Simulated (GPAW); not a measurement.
## Screening of a field by Si/Cu(110)

Wanted: the out-of-plane polarisability of Si/Cu(110).

Method: GPAW, PAW setups; slab in vacuum, relaxation, in the first sound run; inputs show where later runs differ, in GPAW 26.7.0.

## Step 1: Starting point

The cell holds 6 atoms: 5 Cu and 1 Si. Cell: a = 3.610 Å, b = 2.553 Å, c = 25.657 Å, α = 90.0°, β = 90.0°, γ = 90.0°. Vacuum lies along c.

## Step 2: Relaxing the atoms

The atoms are relaxed first, since the surface dipole, and with it the work function, follows the positions of the outer layers. The lowest 3 atoms are held at bulk positions and keep their forces.

The input, run.py:

```python
import json
import numpy as np
from ase import Atoms
from ase.constraints import FixAtoms
from ase.optimize import BFGS
from gpaw import GPAW, PW

slab = Atoms(
    ['Cu', 'Cu', 'Cu', 'Cu', 'Cu', 'Si'],
    positions=[
        [0.00000, 0.00000, 9.00000],
        [1.80500, 1.27633, 10.27633],
        [0.00000, 0.00000, 11.55266],
        [1.80500, 1.27633, 12.82898],
        [0.00000, 0.00000, 14.10531],
        [0.00000, 0.00000, 16.65681]],
    cell=[[3.61, 0.0, 0.0], [0.0, 2.55266, 0.0], [0.0, 0.0, 25.65681]],
    pbc=[True, True, False])

slab.calc = GPAW(mode=PW(400), xc='PBE', kpts={'size': (9, 12, 1), 'gamma': True},
                 occupations={'name': 'fermi-dirac', 'width': 0.1}, nbands='200%',
                 convergence={'density': 1e-05}, maxiter=200,
                 poissonsolver={'dipolelayer': 'xy'},
                 symmetry={'tolerance': 1e-3, 'extra_ids': [1, 1, 1, 0, 0, 0]}, txt='slab.txt')
result = {}
slab.set_constraint(FixAtoms([0, 1, 2]))
path = []
opt = BFGS(slab, maxstep=0.2)
opt.attach(lambda: path.append((slab.get_potential_energy(), slab.positions.tolist(), slab.get_forces().tolist())))
result['relaxed'] = bool(opt.run(fmax=0.03, steps=40))
result['path'] = path
energy = slab.get_potential_energy()
fermi = slab.calc.get_fermi_level()
v = slab.calc.get_electrostatic_potential().mean((0, 1)) - fermi
n = slab.calc.get_pseudo_density().mean((0, 1))
L = slab.cell[2, 2]
z = np.arange(len(v)) * L / len(v)
low, high = slab.positions[:, 2].min(), slab.positions[:, 2].max()
below, above = np.interp([low - 6.8, high + 6.8], z, v)
slopes = [np.interp(x, z, np.gradient(v, z)) for x in (low - 6.8, high + 6.8)]
eps = np.array([[slab.calc.get_eigenvalues(k, s) for k in range(len(slab.calc.get_ibz_k_points()))]
                for s in range(slab.calc.get_number_of_spins())]) - fermi
top, bottom = eps[eps < 0].max(), eps[eps > 0].min()
dipole = slab.get_dipole_moment()[2]
print(f'energy {energy:.4f} eV, Fermi level {fermi:.4f} eV, dipole {dipole:.5f} e A')
print(f'potential 6.8 A off the faces, from the Fermi level: lower {below:.4f} eV, upper {above:.4f} eV')
print(f'slope of the potential there: lower {slopes[0]:.5f}, upper {slopes[1]:.5f} eV/A')
print(f'nearest levels on the mesh: {top:.4f} and {bottom:.4f} eV')
print('magnetic moment', round(slab.get_magnetic_moment(), 3))
result.update(energy=energy, fermi=fermi, dipole=dipole, below=below, above=above, slopes=slopes, edges=[top, bottom],
              z=z.tolist(), v=v.tolist(), n=n.tolist(), positions=slab.positions.tolist(),
              forces=slab.get_forces(apply_constraint=False).tolist(), moments=slab.get_magnetic_moments().tolist())
json.dump(result, open('result.json', 'w'))
```

The run is started by

```sh
> OMP_NUM_THREADS=1 OPENBLAS_NUM_THREADS=1 python run.py
```

What it wrote:

```text
Step          Energy          fmax
BFGS:    0      -20.446090        0.780044
BFGS:    1      -20.462540        0.717981
BFGS:    2      -20.495231        1.074824
BFGS:    3      -20.539300        0.337745
BFGS:    4      -20.546578        0.167999
BFGS:    5      -20.547868        0.145943
BFGS:    6      -20.548650        0.158417
BFGS:    7      -20.552243        0.136315
BFGS:    8      -20.553039        0.080963
BFGS:    9      -20.553359        0.091574
BFGS:   10      -20.553698        0.091597
BFGS:   11      -20.554500        0.094072
BFGS:   12      -20.555513        0.091211
BFGS:   13      -20.556332        0.063348
BFGS:   14      -20.556621        0.014073
energy -20.5148 eV, Fermi level -0.5258 eV, dipole -0.01690 e A
potential 6.8 A off the faces, from the Fermi level: lower 4.4075 eV, upper 4.7358 eV
slope of the potential there: lower -0.00011, upper 0.00004 eV/A
nearest levels on the mesh: -0.0138 and 0.0204 eV
magnetic moment 0.0
```

Run time: 56 min. Hardware: 1 thread of Arm Neoverse V1, shared host; peak memory 0.36 GiB.

Relaxation path:

| step | energy less that of the first step (eV) | largest force (eV/Å) |
| --- | --- | --- |
| 1 | 0.0000 | 0.7800 |
| 2 | -0.0165 | 0.7180 |
| 3 | -0.0504 | 1.0748 |
| 4 | -0.0937 | 0.3377 |
| 5 | -0.1011 | 0.1680 |
| 6 | -0.1025 | 0.1459 |
| 7 | -0.1032 | 0.1584 |
| 8 | -0.1065 | 0.1363 |
| 9 | -0.1072 | 0.0810 |
| 10 | -0.1074 | 0.0916 |
| 11 | -0.1077 | 0.0916 |
| 12 | -0.1084 | 0.0941 |
| 13 | -0.1092 | 0.0912 |
| 14 | -0.1099 | 0.0633 |
| 15 | -0.1102 | 0.0141 |

The atoms that moved most (Å):

| atom | dx | dy | dz | length |
| --- | --- | --- | --- | --- |
| Si6 | 0.000 | 0.000 | -0.205 | 0.205 |
| Cu5 | 0.000 | 0.000 | 0.033 | 0.033 |
| Cu4 | 0.000 | 0.000 | 0.025 | 0.025 |

The relaxed structure:

```xyz
6
Lattice="3.6100 0.0000 0.0000 0.0000 2.5527 0.0000 0.0000 0.0000 25.6568" Properties=species:S:1:pos:R:3
Cu    0.0000    0.0000    9.0000
Cu    1.8050    1.2763   10.2763
Cu    0.0000    0.0000   11.5527
Cu    1.8050    1.2763   12.8538
Cu    0.0000    0.0000   14.1382
Si    0.0000    0.0000   16.4518
```

Numbers from this step:

```
dipole along the normal                    : -0.01690 e·Å
levels nearest the Fermi level on the mesh : -0.01384, 0.02037 eV from the Fermi level
upper work function                        : 4.736 eV
lower work function                        : 4.407 eV
```

The electrostatic potential energy of an electron (without an applied field's), less the Fermi level, planar mean oscillates, so the rows of the table below give means over windows of 1.28 Å about each position, cut where the curve ends. Its maxima inside the range that stand out by 2 % of the span (Å: eV): 9.6: -5.03, 10.9: -5.29, 12.2: -4.91, 13.5: -5.19, 15.2: 2.23. Its minima: 9.0: -10.5, 10.3: -11.1, 11.5: -11.2, 12.8: -11.1, 14.1: -10.7, 16.5: -13.3.

Electrostatic potential energy of an electron (without an applied field's), less the Fermi level, planar mean against z; means over each step:

z (Å), electrostatic potential energy of an electron (without an applied field's), less the Fermi level, planar mean (eV) and a bar from the least value:
```
     0.64        4.4 #############################
     1.92        4.4 #############################
     3.20        4.4 #############################
     4.48        4.4 #############################
     5.76        4.4 #############################
     7.04        4.1 #############################
     8.32       -1.7 ###############
     9.60       -7.9 #
    10.88       -8.2 
    12.16       -7.9 #
    13.44       -8.0 
    14.72       -2.8 ############
    16.00       -6.1 #####
    17.28       -1.4 ################
    18.56        4.5 #############################
    19.84        4.7 ##############################
    21.12        4.7 ##############################
    22.40        4.7 ##############################
    23.68        4.7 ##############################
    24.96        4.7 ##############################
```

The pseudo valence density, planar mean oscillates, so the rows of the table below give means over windows of 1.28 Å about each position, cut where the curve ends. Its maxima inside the range that stand out by 2 % of the span (Å: e/Å³): 9.0: 1.52, 10.3: 1.56, 11.5: 1.56, 12.8: 1.56, 14.1: 1.52, 16.9: 0.207. Its minima: 9.6: 0.459, 10.9: 0.458, 12.2: 0.443, 13.5: 0.450, 15.2: 0.145.

The pseudo valence density, planar mean by z; means over each step:

| z (Å) | pseudo valence density, planar mean (e/Å³) |
| --- | --- |
| 4.48 | 2.0e-5 |
| 5.76 | 4.2e-4 |
| 7.04 | 0.00964 |
| 8.32 | 0.422 |
| 9.60 | 0.928 |
| 10.88 | 0.935 |
| 12.16 | 0.911 |
| 13.44 | 0.919 |
| 14.72 | 0.554 |
| 16.00 | 0.180 |
| 17.28 | 0.132 |
| 18.56 | 0.0104 |
| 19.84 | 3.3e-4 |
| 21.12 | 1.1e-5 |

The relaxation lowered the energy of the cell by 0.110 eV (energies extrapolated to zero smearing; the optimiser's log prints free energies). The largest force left on a free atom is 0.014 eV/Å.

## Step 3: Plane waves, PBE

With the geometry fixed, the planar mean of the potential gives the vacuum level on each side.

This step: GPAW, PAW setups; slab in vacuum (GPAW 26.7.0).

Changes to run.py since step 2:

```diff
@@ -3,4 +3,2 @@
 from ase import Atoms
-from ase.constraints import FixAtoms
-from ase.optimize import BFGS
 from gpaw import GPAW, PW
@@ -13,5 +11,5 @@
         [0.00000, 0.00000, 11.55266],
-        [1.80500, 1.27633, 12.82898],
-        [0.00000, 0.00000, 14.10531],
-        [0.00000, 0.00000, 16.65681]],
+        [1.80500, 1.27633, 12.85382],
+        [-0.00000, 0.00000, 14.13825],
+        [0.00000, 0.00000, 16.45181]],
     cell=[[3.61, 0.0, 0.0], [0.0, 2.55266, 0.0], [0.0, 0.0, 25.65681]],
@@ -23,10 +21,4 @@
                  poissonsolver={'dipolelayer': 'xy'},
-                 symmetry={'tolerance': 1e-3, 'extra_ids': [1, 1, 1, 0, 0, 0]}, txt='slab.txt')
+                 symmetry={'tolerance': 1e-3}, txt='slab.txt')
 result = {}
-slab.set_constraint(FixAtoms([0, 1, 2]))
-path = []
-opt = BFGS(slab, maxstep=0.2)
-opt.attach(lambda: path.append((slab.get_potential_energy(), slab.positions.tolist(), slab.get_forces().tolist())))
-result['relaxed'] = bool(opt.run(fmax=0.03, steps=40))
-result['path'] = path
 energy = slab.get_potential_energy()
```

What it wrote:

```text
energy -20.5148 eV, Fermi level -0.5257 eV, dipole -0.01681 e A
potential 6.8 A off the faces, from the Fermi level: lower 4.4075 eV, upper 4.7357 eV
slope of the potential there: lower -0.00014, upper 0.00006 eV/A
nearest levels on the mesh: -0.0139 and 0.0204 eV
magnetic moment 0.0
```

It took 6.3 min on 1 thread; peak memory 0.35 GiB.

Numbers from this step:

- dipole along the normal: -0.01681 e·Å
- levels nearest the Fermi level on the mesh: -0.01386, 0.02037 eV from the Fermi level

The electrostatic potential energy of an electron (without an applied field's), less the Fermi level, planar mean oscillates, so the rows of the table below give means over windows of 1.28 Å about each position, cut where the curve ends. Its maxima inside the range that stand out by 2 % of the span (Å: eV): 9.6: -5.03, 10.9: -5.29, 12.2: -4.91, 13.5: -5.19, 15.2: 2.23. Its minima: 9.0: -10.5, 10.3: -11.1, 11.5: -11.2, 12.8: -11.1, 14.1: -10.7, 16.5: -13.3.

Table of electrostatic potential energy of an electron (without an applied field's), less the Fermi level, planar mean by z; means over each step:

| z (Å) | electrostatic potential energy of an electron (without an applied field's), less the Fermi level, planar mean (eV) |
| --- | --- |
| 0.64 | 4.43 |
| 1.92 | 4.41 |
| 3.20 | 4.41 |
| 4.48 | 4.41 |
| 5.76 | 4.39 |
| 7.04 | 4.12 |
| 8.32 | -1.68 |
| 9.60 | -7.87 |
| 10.88 | -8.15 |
| 12.16 | -7.87 |
| 13.44 | -8.00 |
| 14.72 | -2.82 |
| 16.00 | -6.14 |
| 17.28 | -1.45 |
| 18.56 | 4.49 |
| 19.84 | 4.73 |
| 21.12 | 4.74 |
| 22.40 | 4.74 |
| 23.68 | 4.74 |
| 24.96 | 4.72 |

The pseudo valence density, planar mean oscillates, so the rows of the table below give means over windows of 1.28 Å about each position, cut where the curve ends. Its maxima inside the range that stand out by 2 % of the span (Å: e/Å³): 9.0: 1.52, 10.3: 1.56, 11.5: 1.56, 12.8: 1.56, 14.1: 1.52, 16.9: 0.207. Its minima: 9.6: 0.459, 10.9: 0.458, 12.2: 0.443, 13.5: 0.450, 15.2: 0.145.

Table of pseudo valence density, planar mean by z; means over each step:

z (Å), pseudo valence density, planar mean (e/Å³) and a bar:
```
     4.48       0.00 
     5.76       0.00 
     7.04       0.01 
     8.32       0.42 ##############
     9.60       0.93 ##############################
    10.88       0.93 ##############################
    12.16       0.91 #############################
    13.44       0.92 #############################
    14.72       0.55 ##################
    16.00       0.18 ######
    17.28       0.13 ####
    18.56       0.01 
    19.84       0.00 
    21.12       0.00
```

Force by atom:

| atom | x (eV/Å) | y (eV/Å) | z (eV/Å) | size |
| --- | --- | --- | --- | --- |
| Cu1 | 0.000 | 0.000 | 0.256 | 0.256 |
| Cu2 | 0.000 | 0.000 | -0.459 | 0.459 |
| Cu3 | 0.000 | 0.000 | 0.191 | 0.191 |
| Cu4 | 0.000 | 0.000 | 0.004 | 0.004 |
| Cu5 | 0.000 | 0.000 | 0.015 | 0.015 |
| Si6 | 0.000 | 0.000 | -0.005 | 0.005 |

The potential is flat to 1.4e-4 eV/Å where it is read, so the vacuum is wide enough.

## Step 4: In a field

A uniform field along the normal polarises the slab; the atoms stay fixed, so this is the electronic response alone.

Changes to run.py since step 3:

```diff
@@ -4,2 +4,3 @@
 from gpaw import GPAW, PW
+from gpaw.external import ConstantElectricField
 
@@ -21,2 +22,3 @@
                  poissonsolver={'dipolelayer': 'xy'},
+                 external=ConstantElectricField(-0.2, [0, 0, 1]),
                  symmetry={'tolerance': 1e-3}, txt='slab.txt')
```

What it wrote:

```text
energy -20.5286 eV, Fermi level -0.5115 eV, dipole -0.12196 e A
potential 6.8 A off the faces, from the Fermi level: lower 3.3513 eV, upper 5.7461 eV
slope of the potential there: lower -0.00011, upper 0.00005 eV/A
nearest levels on the mesh: -0.0141 and 0.0150 eV
magnetic moment 0.0
```

It took 11 min on 1 thread; peak memory 0.5 GiB.

This step gave:

| Item | Value |
| --- | --- |
| dipole along the normal | -0.1220 e·Å |
| levels nearest the Fermi level on the mesh | -0.01413, 0.01501 eV from the Fermi level |
| potential below the slab, the applied field's own ramp left out | 3.351 eV from the Fermi level |
| potential above the slab, the applied field's own ramp left out | 5.746 eV from the Fermi level |

The electrostatic potential energy of an electron (without an applied field's), less the Fermi level, planar mean oscillates, so the rows of the table below give means over windows of 1 Å about each position, cut where the curve ends. Its maxima inside the range that stand out by 2 % of the span (Å: eV): 9.6: -5.67, 10.9: -5.67, 12.2: -5.04, 13.5: -5.06, 15.2: 2.69, 25.1: 5.75. Its minima: 9.0: -11.2, 10.3: -11.6, 11.5: -11.4, 12.8: -11.1, 14.1: -10.4, 16.5: -12.6.

Electrostatic potential energy of an electron (without an applied field's), less the Fermi level, planar mean against z; means over each step:

| z (Å) | electrostatic potential energy of an electron (without an applied field's), less the Fermi level, planar mean (eV) |
| --- | --- |
| 0 | 3.80 |
| 1 | 3.35 |
| 2 | 3.35 |
| 3 | 3.35 |
| 4 | 3.35 |
| 5 | 3.35 |
| 6 | 3.33 |
| 7 | 3.15 |
| 8 | 0.778 |
| 9 | -8.61 |
| 10 | -8.73 |
| 11 | -7.86 |
| 12 | -7.64 |
| 13 | -8.57 |
| 14 | -7.91 |
| 15 | 0.737 |
| 16 | -5.73 |
| 17 | -4.06 |
| 18 | 4.75 |
| 19 | 5.67 |
| 20 | 5.74 |
| 21 | 5.75 |
| 22 | 5.75 |
| 23 | 5.75 |
| 24 | 5.75 |
| 25 | 5.66 |

Force by atom:

| atom | x (eV/Å) | y (eV/Å) | z (eV/Å) | size |
| --- | --- | --- | --- | --- |
| Cu1 | 0.000 | 0.000 | 0.256 | 0.256 |
| Cu2 | 0.000 | 0.000 | -0.455 | 0.455 |
| Cu3 | 0.000 | 0.000 | 0.188 | 0.188 |
| Cu4 | 0.000 | 0.000 | 0.002 | 0.002 |
| Cu5 | 0.000 | 0.000 | 0.016 | 0.016 |
| Si6 | 0.000 | 0.000 | -0.008 | 0.008 |

The dipole is now -0.122 e Å, against -0.017 in the run without a field.

## Step 5: In a field

Changes to run.py since step 4:

```diff
@@ -22,3 +22,3 @@
                  poissonsolver={'dipolelayer': 'xy'},
-                 external=ConstantElectricField(-0.2, [0, 0, 1]),
+                 external=ConstantElectricField(-0.1, [0, 0, 1]),
                  symmetry={'tolerance': 1e-3}, txt='slab.txt')
```

What it wrote:

```text
energy -20.5191 eV, Fermi level -0.5179 eV, dipole -0.06945 e A
potential 6.8 A off the faces, from the Fermi level: lower 3.8770 eV, upper 5.2408 eV
slope of the potential there: lower -0.00013, upper 0.00005 eV/A
nearest levels on the mesh: -0.0143 and 0.0180 eV
magnetic moment 0.0
```

Run time: 12 min. Hardware: 1 thread; peak memory 0.51 GiB.

This step gave:

```yaml
dipole_along_the_normal: -0.06945 e·Å
levels_nearest_the_fermi_level_on_the_mesh: -0.01426, 0.01797 eV from the Fermi level
potential_below_the_slab_the_applied_field_s_own_ramp_left_out: 3.877 eV from the Fermi level
potential_above_the_slab_the_applied_field_s_own_ramp_left_out: 5.241 eV from the Fermi level
```

The electrostatic potential energy of an electron (without an applied field's), less the Fermi level, planar mean oscillates, so the rows of the table below give means over windows of 1.28 Å about each position, cut where the curve ends. Its maxima inside the range that stand out by 2 % of the span (Å: eV): 9.6: -5.35, 10.9: -5.48, 12.2: -4.98, 13.5: -5.12, 15.2: 2.46, 25.2: 5.24. Its minima: 9.0: -10.8, 10.3: -11.4, 11.5: -11.3, 12.8: -11.1, 14.1: -10.6, 16.5: -12.9.

The electrostatic potential energy of an electron (without an applied field's), less the Fermi level, planar mean by z; means over each step:

z (Å), electrostatic potential energy of an electron (without an applied field's), less the Fermi level, planar mean (eV) and a bar from the least value:
```
     0.64        4.0 ###########################
     1.92        3.9 ###########################
     3.20        3.9 ###########################
     4.48        3.9 ###########################
     5.76        3.9 ###########################
     7.04        3.6 ##########################
     8.32       -2.1 ##############
     9.60       -8.2 
    10.88       -8.3 
    12.16       -7.9 #
    13.44       -7.9 #
    14.72       -2.6 #############
    16.00       -5.8 ######
    17.28       -1.0 ################
    18.56        5.0 #############################
    19.84        5.2 ##############################
    21.12        5.2 ##############################
    22.40        5.2 ##############################
    23.68        5.2 ##############################
    24.96        5.2 ##############################
```

Force by atom:

| atom | x (eV/Å) | y (eV/Å) | z (eV/Å) | size |
| --- | --- | --- | --- | --- |
| Cu1 | 0.000 | 0.000 | 0.259 | 0.259 |
| Cu2 | 0.000 | 0.000 | -0.456 | 0.456 |
| Cu3 | 0.000 | 0.000 | 0.192 | 0.192 |
| Cu4 | 0.000 | 0.000 | 0.005 | 0.005 |
| Cu5 | 0.000 | 0.000 | 0.017 | 0.017 |
| Si6 | 0.000 | 0.000 | -0.007 | 0.007 |

The dipole is now -0.0695 e Å, against -0.017 in the run without a field.

## Step 6: Field on

Changes to run.py since step 5:

```diff
@@ -22,3 +22,3 @@
                  poissonsolver={'dipolelayer': 'xy'},
-                 external=ConstantElectricField(-0.1, [0, 0, 1]),
+                 external=ConstantElectricField(-0.05, [0, 0, 1]),
                  symmetry={'tolerance': 1e-3}, txt='slab.txt')
```

What it wrote:

```text
energy -20.5163 eV, Fermi level -0.5220 eV, dipole -0.04307 e A
potential 6.8 A off the faces, from the Fermi level: lower 4.1426 eV, upper 4.9884 eV
slope of the potential there: lower -0.00012, upper 0.00006 eV/A
nearest levels on the mesh: -0.0145 and 0.0192 eV
magnetic moment 0.0
```

Elapsed: 8 min, on 1 thread; peak memory 0.51 GiB.

The electrostatic potential energy of an electron (without an applied field's), less the Fermi level, planar mean oscillates, so the rows of the table below give means over windows of 1.28 Å about each position, cut where the curve ends. Its maxima inside the range that stand out by 2 % of the span (Å: eV): 9.6: -5.19, 10.9: -5.39, 12.2: -4.95, 13.5: -5.16, 15.2: 2.34. Its minima: 9.0: -10.6, 10.3: -11.3, 11.5: -11.2, 12.8: -11.1, 14.1: -10.6, 16.5: -13.1.

Electrostatic potential energy of an electron (without an applied field's), less the Fermi level, planar mean against z; means over each step:

| z (Å) | electrostatic potential energy of an electron (without an applied field's), less the Fermi level, planar mean (eV) |
| --- | --- |
| 0.64 | 4.20 |
| 1.92 | 4.14 |
| 3.20 | 4.14 |
| 4.48 | 4.14 |
| 5.76 | 4.13 |
| 7.04 | 3.86 |
| 8.32 | -1.90 |
| 9.60 | -8.03 |
| 10.88 | -8.25 |
| 12.16 | -7.90 |
| 13.44 | -7.97 |
| 14.72 | -2.72 |
| 16.00 | -5.98 |
| 17.28 | -1.23 |
| 18.56 | 4.73 |
| 19.84 | 4.98 |
| 21.12 | 4.99 |
| 22.40 | 4.99 |
| 23.68 | 4.99 |
| 24.96 | 4.96 |

[end of part 1 of 2]

[Logs are printed without paths, hosts, clocks, repeated set-up lines and the standing remarks that a program may print on its own settings, such as how far it seeks lower states.]

[Hosts, paths, dates, database ids (printed as entryN), source tags and the programs' standing remarks are cut or masked in the printed files.]
